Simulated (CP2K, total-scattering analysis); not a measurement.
## CaAl2Si2O8: run and scatter

Aim: the structure of CaAl2Si2O8 at 2300 K, and the X-ray and neutron patterns it would give.

Method: ab initio molecular dynamics with CP2K (PBE, Gaussian and plane waves, DZVP-MOLOPT-SR basis, GTH potentials, 400 Ry, CSVR thermostat, no spin, fixed volume). Composition: Ca 7.7, Al 15.4, Si 15.4, O 61.5 atom %; 78 atoms. The average runs over 0.57 ps of 78 atoms, so shells between rare elements are rough. Mean temperature 2183 K, largest m.s.d. 0.69 Å², energy drift -6 meV an atom (last third less first, no steady trend); the first quarter of the run is discarded. Start: last frame of a classical run of this cell at the same density and temperature. So short a stretch relaxes bonds and nearest shells but still remembers its start.

## The run

The step of 1.5 fs has to resolve the fastest vibration, that of the lightest atoms and stiffest bonds. The volume is fixed, since the run is too short for a cell to find its own. One k-point, Γ, is the usual economy for a cell of this size. Orbital transformation skips diagonalisation and needs a gap, which this system has.

md.inp:

```
&GLOBAL
  PROJECT md
  RUN_TYPE MD
  PRINT_LEVEL LOW
  WALLTIME 6399
&END GLOBAL
&FORCE_EVAL
  METHOD QUICKSTEP
  &DFT
    BASIS_SET_FILE_NAME BASIS_MOLOPT
    POTENTIAL_FILE_NAME GTH_POTENTIALS
    &MGRID
      CUTOFF 400
      REL_CUTOFF 40
    &END MGRID
    &QS
      EPS_DEFAULT 1.0E-10
      EXTRAPOLATION ASPC
      EXTRAPOLATION_ORDER 3
    &END QS
    &SCF
      SCF_GUESS ATOMIC
      EPS_SCF 5.0E-6
      IGNORE_CONVERGENCE_FAILURE
      MAX_SCF 30
      &OT
        MINIMIZER DIIS
        PRECONDITIONER FULL_SINGLE_INVERSE
      &END OT
      &OUTER_SCF
        MAX_SCF 6
        EPS_SCF 5.0E-6
      &END OUTER_SCF
      &PRINT
        &RESTART OFF
        &END RESTART
      &END PRINT
    &END SCF
    &XC
      &XC_FUNCTIONAL PBE
      &END XC_FUNCTIONAL
    &END XC
  &END DFT
  &SUBSYS
    &CELL
      ABC 10.2819 10.2819 10.2819
    &END CELL
    &COORD
      Ca 3.3180 4.8068 5.3867
      Ca 0.6776 6.9156 2.7514
      Ca 8.6913 0.4185 7.0143
      Ca 5.1214 7.6518 7.6816
[... 72 atom lines left out ...]
      O 6.0427 4.1066 1.9484
      O 4.1508 5.0505 7.6281
    &END COORD
    &KIND Ca
      BASIS_SET DZVP-MOLOPT-SR-GTH
      POTENTIAL GTH-PBE-q10
    &END KIND
    &KIND Al
      BASIS_SET DZVP-MOLOPT-SR-GTH
      POTENTIAL GTH-PBE-q3
    &END KIND
    &KIND Si
      BASIS_SET DZVP-MOLOPT-SR-GTH
      POTENTIAL GTH-PBE-q4
    &END KIND
    &KIND O
      BASIS_SET DZVP-MOLOPT-SR-GTH
      POTENTIAL GTH-PBE-q6
    &END KIND
  &END SUBSYS
  STRESS_TENSOR NONE
&END FORCE_EVAL
&MOTION
  &MD
    ENSEMBLE NVT
    STEPS 6000
    TIMESTEP 1.5
    TEMPERATURE 2300
    &THERMOSTAT
      TYPE CSVR
      &CSVR
        TIMECON 30
      &END CSVR
    &END THERMOSTAT
  &END MD
  &PRINT
    &RESTART OFF
    &END RESTART
    &RESTART_HISTORY OFF
    &END RESTART_HISTORY
  &END PRINT
&END MOTION
```

```console
$ OMP_NUM_THREADS=1 mpirun -n 4 cp2k.psmp -i md.inp
```

```text
[a thinned log: between the lines shown up to 5 are left out unmarked, longer gaps are marked]
DBCSR| CPU Multiplication driver                                           BLAS (U)
 DBCSR| Multrec recursion limit                                              512 (U)
 DBCSR| Multiplication stack size                                           1000 (D)
 DBCSR| Maximum elements for images                                    UNLIMITED (U)
 DBCSR| Multiplicative factor virtual images                                   1 (U)
 DBCSR| Use multiplication densification                                       T (D)
 DBCSR| Multiplication size stacks                                             3 (U)
 DBCSR| Use memory pool for CPU allocation                                     F (U)
 DBCSR| Number of 3D layers                                               SINGLE (U)
 DBCSR| Use MPI memory allocation                                              F (U)
 DBCSR| Use RMA algorithm                                                      F (U)
 DBCSR| Use Communication thread                                               T (U)
 DBCSR| Communication thread load                                             87 (D)
 DBCSR| MPI: My process id                                                     0
[... 16 lines left out ...]
 GLOBAL| Cholesky decomposition library                                ScaLAPACK
[... 29 lines left out ...]
 **     #######   #####   ##   #####  ##  ##  ####    ##    #####   ##        **
[... 29 lines left out ...]
                        eps_scf:                                        5.00E-06
[... 29 lines left out ...]
 ROT| Eigenvalues      1.78519264157E+08   1.89070274921E+08   2.08213097047E+08
[... 29 lines left out ...]
 Number of occupied orbitals:                                                216
[... 29 lines left out ...]
     9 OT DIIS     0.80E-01    1.5     0.00174491     -1064.9766950198 -3.37E-01
[... 29 lines left out ...]
  Overlap energy of the core charge distribution:               0.00000356525288
[... 29 lines left out ...]
     7 OT DIIS     0.80E-01    1.3     0.00008424     -1065.5981766936 -3.48E-04
[... 29 lines left out ...]
 MD_INI| MD initialization
[... 29 lines left out ...]
  Preconditioner : FULL_SINGLE_INVERSE : inversion of
[... 29 lines left out ...]
  Hartree energy:                                            1058.29253322117893
[... 29 lines left out ...]
 Number of electrons:                                                        432
[... 29 lines left out ...]
     8 OT DIIS     0.80E-01    2.0     0.00000326     -1065.6510457742 -5.31E-07
[... 29 lines left out ...]
 MD| Potential energy [hartree]         -0.106565104590E+04  -0.106563371993E+04
[... 12 lines left out ...]
 MD| ---------------------------------------------------------------------------
 MD|                                          Instantaneous             Averages
 MD| CPU time per MD step [s]                     12.428716            12.684778
 MD| Energy drift per atom [K]          -0.834959289575E+01  -0.842276028630E+01
 MD| Potential energy [hartree]         -0.106577986048E+04  -0.106569224589E+04
 MD| Kinetic energy [hartree]            0.888202089001E+00   0.809930725254E+00
 MD| Temperature [K]                            2428.326424          2214.334109
 MD| ***************************************************************************
 MD| Estimated peak process memory after this step [MiB]                     507

 ----------------------------
```

It took 110 min on 4 threads of Arm Neoverse V2, on a shared host, peak memory 1.9 GiB.

## Analysis

S(Q) is the Faber–Ziman total, Σ ci cj fi fj (Sij − 1)/⟨f⟩² + 1. Below 4 Å⁻¹ the partials are summed on the cell's own reciprocal vectors (from 0.61 Å⁻¹) and folded with a Gaussian of σ = 0.13 Å⁻¹; above it they are transforms of g(r) out to 7.0 Å, tapered over the last 40 %. The fold lowers sharp peaks, and with so few vectors their positions are good to about 0.1 Å⁻¹. X-rays take neutral-atom form factors, neutrons coherent lengths (Ca 4.7, Al 3.449, Si 4.15071, O 5.8037 fm). G(r) = 4πrρ₀[g(r) − 1] carries the resolution of a Lorch-windowed transform up to 20 Å⁻¹. The patterns are simulated, not measured. The cell is small: beyond half the box only the part of each shell inside it is counted, and low-Q values rest on few vectors. It is averaged over 127 frames.

```
T (K)            state  density (g/cm³)  first clear X-ray maximum (Å⁻¹)  its height (X-ray)  first clear neutron maximum (Å⁻¹)  its height (neutron)  Si–O (Å)  O around Si  Al–O (Å)  O on one former (%)    held  D over the elements, rough (10⁻⁹ m²/s)
 2300  melt, short run            2.550                             2.10                1.13                               2.85                  1.09      1.64         4.07      1.75                  7.9  volume                                       -
```

neutron S(Q):

```
Q (Å⁻¹)  2300 K
    0.8    0.23
    1.1    0.30
    1.4    0.53
    1.7    0.64
    2.0    0.72
    2.3    0.69
    2.6    0.96
    2.9    1.09
    3.2    0.94
    3.5    0.84
    3.8    0.85
    4.1    0.99
    4.4    1.16
    4.7    1.25
    5.0    1.25
    5.3    1.15
    5.6    0.98
    5.9    0.86
    6.2    0.83
    6.5    0.85
    6.8    0.89
    7.1    0.96
    7.4    1.04
    7.7    1.09
    8.0    1.09
    8.3    1.07
    8.6    1.04
    8.9    1.02
```

At 2300 K the maxima of S(Q), Q in Å⁻¹ (height), are X-ray: 2.10 (1.13), 4.53 (1.35), 8.11 (1.08); neutron: 2.85 (1.09), 4.84 (1.27), 7.86 (1.10). Its shells:

```
 pair  first peak (Å)  g there  first minimum (Å)  g there                    neighbours  X-ray weight (f = Z)  neutron weight
 Si–O            1.64     11.2               2.40     0.04    4.1 O per Si, 1.0 Si per O                  0.19            0.18
 Al–O            1.75      7.1               2.64     0.17    4.2 O per Al, 1.1 Al per O                  0.17            0.15
 Ca–O            2.26      2.5               3.22     0.78    6.4 O per Ca, 0.8 Ca per O                  0.13            0.10
  O–O            2.73      2.6               3.82     0.63                           9.8                  0.22            0.49
Si–Si            3.14      3.9               3.72     0.12                           2.0                  0.04            0.02
Al–Al            3.16      2.6               3.98     0.28                           2.7                  0.04            0.01
Al–Si            3.26      3.2               3.72     0.44  2.3 Si per Al, 2.3 Al per Si                  0.08            0.03
Ca–Al            3.42      2.5               4.68     0.70  5.0 Al per Ca, 2.5 Ca per Al                  0.05            0.01
Ca–Si            3.46      2.4               4.14     1.14  3.7 Si per Ca, 1.9 Ca per Si                  0.06            0.02
```

Bonded neighbours (only these pairs count: cutoffs Ca–O 3.22 Å, Al–O 2.64 Å, Si–O 2.4 Å): Ca: 3 3.3 %, 4 4.4 %, 5 22 %, 6 20 %, 7 27 %, 8 21 %, 9 2.2 %; Al: 3 1.1 %, 4 74 %, 5 25 %; Si: 3 0.6 %, 4 91 %, 5 8.3 %; O: 2 27 %, 3 59 %, 4 14 %. For Ca–O g doesn't fall to zero at the cutoff, so those shares hang on where it is put. Bridging oxygens per network former of four or fewer bonds: Al: Q3 14 %, Q4 86 %; Si: Q2 0.6 %, Q3 18 %, Q4 82 %. Oxygen by network formers bound (Si, B, P, Ge and Al count): one 7.9 %, two 76 %, three or more 16 %. O–Al–O peak at 98°, O–Si–O peak at 106° and Al–O–Al peak at 118°. These counts come from 15 frames.

**Reading.** The first Si–O shell holds 4.1 O at 1.64 Å, and g falls to nearly zero behind it. The first Al–O shell holds 4.2 O at 1.75 Å. Anions around each cation, with the position of the first peak: Ca 6.4 (Ca–O 2.26 Å, to 3.22 Å, a soft count), Al 4.2 (Al–O 1.75 Å, to 2.64 Å) and Si 4.1 (Si–O 1.64 Å, to 2.40 Å). The weights that differ most between the probes (X-ray, neutron): O–O 0.22 and 0.49, Al–Si 0.08 and 0.03 and Ca–Si 0.06 and 0.02. At 2.85 Å⁻¹ neutrons show a peak (1.09) where X-rays give 0.67: term by term, w(S − 1) with f = Z as a rough X-ray weight: O–O +0.64 against +0.28, Al–O -0.23 against -0.28 and Ca–Si -0.02 against -0.06 (neutron against X-ray).

[Logs are printed without paths, hosts, clocks, repeated set-up lines and the standing remarks that a program may print on its own settings, such as how far it seeks lower states.]
